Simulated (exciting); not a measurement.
# Core excitons at the O K edge of NaTlO, part 3 of 3

How far do the exchange and direct terms reshape the O K edge of NaTlO?

exciting sodium; X-ray absorption, core-level Bethe-Salpeter equation, exchange and statically screened direct term, Tamm-Dancoff, all-electron LAPW+lo LDA.

So far. Step 6 (Exchange alone): Maxima (height): 2.1 eV (0.53), 4.0 eV (0.55), 6.0 eV (0.54), 8.4 eV (0.43) and 9.9 eV (0.35); 3 lower ones aren't listed. The spectrum differs from the independent-particle run by 2 % r.m.s. Step 7 (A changed run): The input has a fault: far too few empty states in the screening. Against the singlet run the r.m.s. difference is 13 %. The highest maximum lies at 0.7 eV (1.12), against 0.9 eV (1.00). The first bright state moves from 0.40 to 0.27 eV.

### Step 8. Coarser mesh

Changed against the first singlet run: k mesh from 5×5×1 to 2×2×1.

input.xml reads:

```
<input>
  <title>NaTlO</title>
  <structure speciespath="." autormt="false" epslat="1.0e-5">
    <crystal>
      <basevect>6.5845364187 0.0000000000 0.0000000000</basevect>
      <basevect>-3.2922682094 5.7023758107 0.0000000000</basevect>
      <basevect>0.0000000000 0.0000000000 21.5326574787</basevect>
    </crystal>
    <species speciesfile="Tl.xml" rmt="2.300">
      <atom coord="0.6666666667 0.3333333333 0.6157190300"/>
      <atom coord="0.3333333333 0.6666666667 0.1157190300"/>
    </species>
    <species speciesfile="Na.xml" rmt="2.240">
      <atom coord="0.3333333333 0.6666666667 0.3938852900"/>
      <atom coord="0.6666666667 0.3333333333 0.8938852900"/>
    </species>
    <species speciesfile="O.xml" rmt="1.963">
      <atom coord="0.0000000000 0.0000000000 0.4903956800"/>
      <atom coord="0.0000000000 0.0000000000 0.9903956800"/>
    </species>
  </structure>
  <groundstate do="skip" xctype="LDA_PW" ngridk="6 6 1" rgkmax="7" gmaxvr="14" nempty="8" swidth="0.001" maxscl="100" epsengy="1e-5"/>
  <xs xstype="BSE" ngridk="2 2 1" ngridq="2 2 1" vkloff="0.097 0.273 0.493" rgkmax="7" nempty="44" gqmax="3" lmaxapwwf="5" lmaxemat="2" broad="0.01654" tevout="true">
    <energywindow intv="17.976 19.593" points="439"/>
    <screening screentype="full" nempty="73"/>
    <BSE xas="true" xasspecies="3" xasatom="1" xasedge="K" bsetype="singlet" nstlxas="1 40"/>
    <qpointset>
      <qpoint>0 0 0</qpoint>
    </qpointset>
    <plan>
      <doonly task="xsgeneigvec"/>
      <doonly task="writepmatxs"/>
      <doonly task="scrgeneigvec"/>
      <doonly task="scrwritepmat"/>
      <doonly task="screen"/>
      <doonly task="scrcoulint"/>
      <doonly task="exccoulint"/>
    </plan>
  </xs>
</input>
```

input.xml for the last start (plan only) reads:

```
  <plan>
    <doonly task="bse"/>
  </plan>
```

Run with:

```
> OMP_NUM_THREADS=1 mpirun -n 4 exciting
> OMP_NUM_THREADS=4 exciting
```

Numbers of over 12 decimals in the logs are rounded to 6 here.

The log of the run:

```text
| EXCITING SODIUM started for task xsgeneigvec ( 301)                          =
One-shot GS runs for BSE calculations
One-shot GS runs for k+qmt/2 grids
Info(xsgeneigvec): Generating eigenvectors for Q-point      1
Info(xsgeneigvec): Generation of eigenvectors finished
| EXCITING SODIUM started for task writepmatxs ( 320)                          =
Info(writepmatxs): Momentum matrix elements finished
| EXCITING SODIUM started for task scrgeneigvec ( 401)                         =
One-shot GS runs for BSE calculations
One-shot GS runs for k+qmt/2 grids
[...]
Info(setup_bse_block): Setting up RR part of hamiltonian
Info(setup_bse_block): Singlet spin state
Info(bse): Diagonalizing RR Hamiltonian (TDA)
Info(bse): Invoking Lapack routine ZHEEVR
       320 eigen solutions found in the interval:
         i1=       1 i2=     320
Info(bse): Writing excition energies and oscillator strengths to text file.
Info(makespectrum_dist): Making spectrum using formula for coupling with time reversed AR basis.
Info(makespectrum_dist): Using formalism for vanishing momentum transfer.
Info(writederived): Writing quantities derived from the macroscopic dielectric function.
Info(bselauncher): Spectrum finished for iqmt=  1
Info(bselauncher): All done for BSE type singlet
```

It took 3.1 min on 4 MPI ranks of Intel Xeon at 2.70GHz, shared host.

Wall time by task: xsgeneigvec 10 s, writepmatxs 10 s, scrgeneigvec 5.8 s, scrwritepmat 10 s, screen 26 s, scrcoulint 19 s, exccoulint 1.7 min, bse 1.7 s.

These settings are cheaper. The spectrum differs from the singlet run by 40 % r.m.s. The highest maximum lies at -0.2 eV (0.90), against 0.9 eV (1.00). The first bright state moves from 0.40 to -0.19 eV. The lowest bare transition of this run lies at 1.66 eV, against 1.07. A coarse mesh samples few band energies, and it inflates the long-range part of the attraction.

```
E (eV)  first run  this run
  -4.0       0.02      0.02
  -3.0       0.03      0.04
  -2.0       0.05      0.07
  -1.0       0.10      0.24
   0.0       0.38      0.80
   1.0       1.00      0.53
   2.0       0.57      0.63
   3.0       0.69      0.61
   4.0       0.45      0.39
   5.0       0.47      0.45
   6.0       0.31      0.27
   7.0       0.25      0.33
   8.0       0.33      0.27
   9.0       0.31      0.26
  10.0       0.21      0.20
  11.0       0.18      0.17
  12.0       0.24      0.28
  13.0       0.27      0.23
  14.0       0.22      0.25
  15.0       0.25      0.25
  16.0       0.26      0.18
  17.0       0.23      0.26
  18.0       0.26      0.27
```

### Step 9. From independent particles to the full kernel

```csv
level,curve passes 0.15 (eV),highest maximum (eV),its height
IP,0.8,4.0,0.57
RPA,0.8,4.0,0.55
singlet,-0.6,0.9,1.00
```

```csv
E (eV),IP,RPA,singlet
-3.0,0.01,0.01,0.03
-2.0,0.02,0.02,0.05
-1.0,0.03,0.03,0.10
0.0,0.06,0.06,0.38
1.0,0.23,0.21,1.00
2.0,0.55,0.52,0.57
3.0,0.35,0.34,0.69
4.0,0.57,0.55,0.45
5.0,0.49,0.48,0.47
6.0,0.54,0.54,0.31
7.0,0.34,0.35,0.25
8.0,0.36,0.36,0.33
9.0,0.30,0.31,0.31
10.0,0.34,0.34,0.21
11.0,0.24,0.24,0.18
12.0,0.20,0.20,0.24
13.0,0.29,0.29,0.27
14.0,0.27,0.27,0.22
15.0,0.28,0.28,0.25
16.0,0.30,0.30,0.26
17.0,0.28,0.28,0.23
18.0,0.26,0.26,0.26
```

### Step 10. Results

* absorber and edge: O K, atom 5
* surroundings: 3 Na at 2.29 Å and 3 Tl at 2.47 Å (distorted octahedral, site symmetry 3m)
* first bright state: 0.40 eV from the Kohn–Sham onset, on this mesh
* highest maximum: 0.9 eV
* cost of the BSE run: 19 min on 4 MPI ranks of Intel Xeon at 2.70GHz, shared host; the last task ran on as many threads

Is a core exciton bound? Undecided on this mesh: the first bright state (over 5 % of the brightest) lies at 0.40 eV from the Kohn–Sham onset and at -0.67 eV from the lowest bare transition of its own mesh. Exchange alone changes the independent-particle spectrum by 2 % r.m.s. Binding energies aren't converged on 25 k points, and fine structure above the first lines is partly noise of the mesh. The kernel cutoff is low for a compact core orbital, so the effect of exchange is a lower bound. The zero comes from the unshifted 6×6×1 ground-state mesh; it is exact only where the band minimum lies on that mesh. The Kohn–Sham onset, 501 eV, is no photon energy: the scale needs a rigid shift. Bands and screening come from semilocal DFT, whose small gap overscreens. Vibrations and energy-dependent lifetimes are left out. The structure is a Materials Project entry, computed there, and may be a hypothetical form.

[Banner, clock and machine lines of the logs are left out without a mark of their own.]

[Logs are printed without paths, hosts, clocks, repeated set-up lines and the standing remarks that a program may print on its own settings, such as how far it seeks lower states.]

[Hosts, paths, dates, database ids (printed as entryN), source tags and the programs' standing remarks are cut or masked in the printed files.]
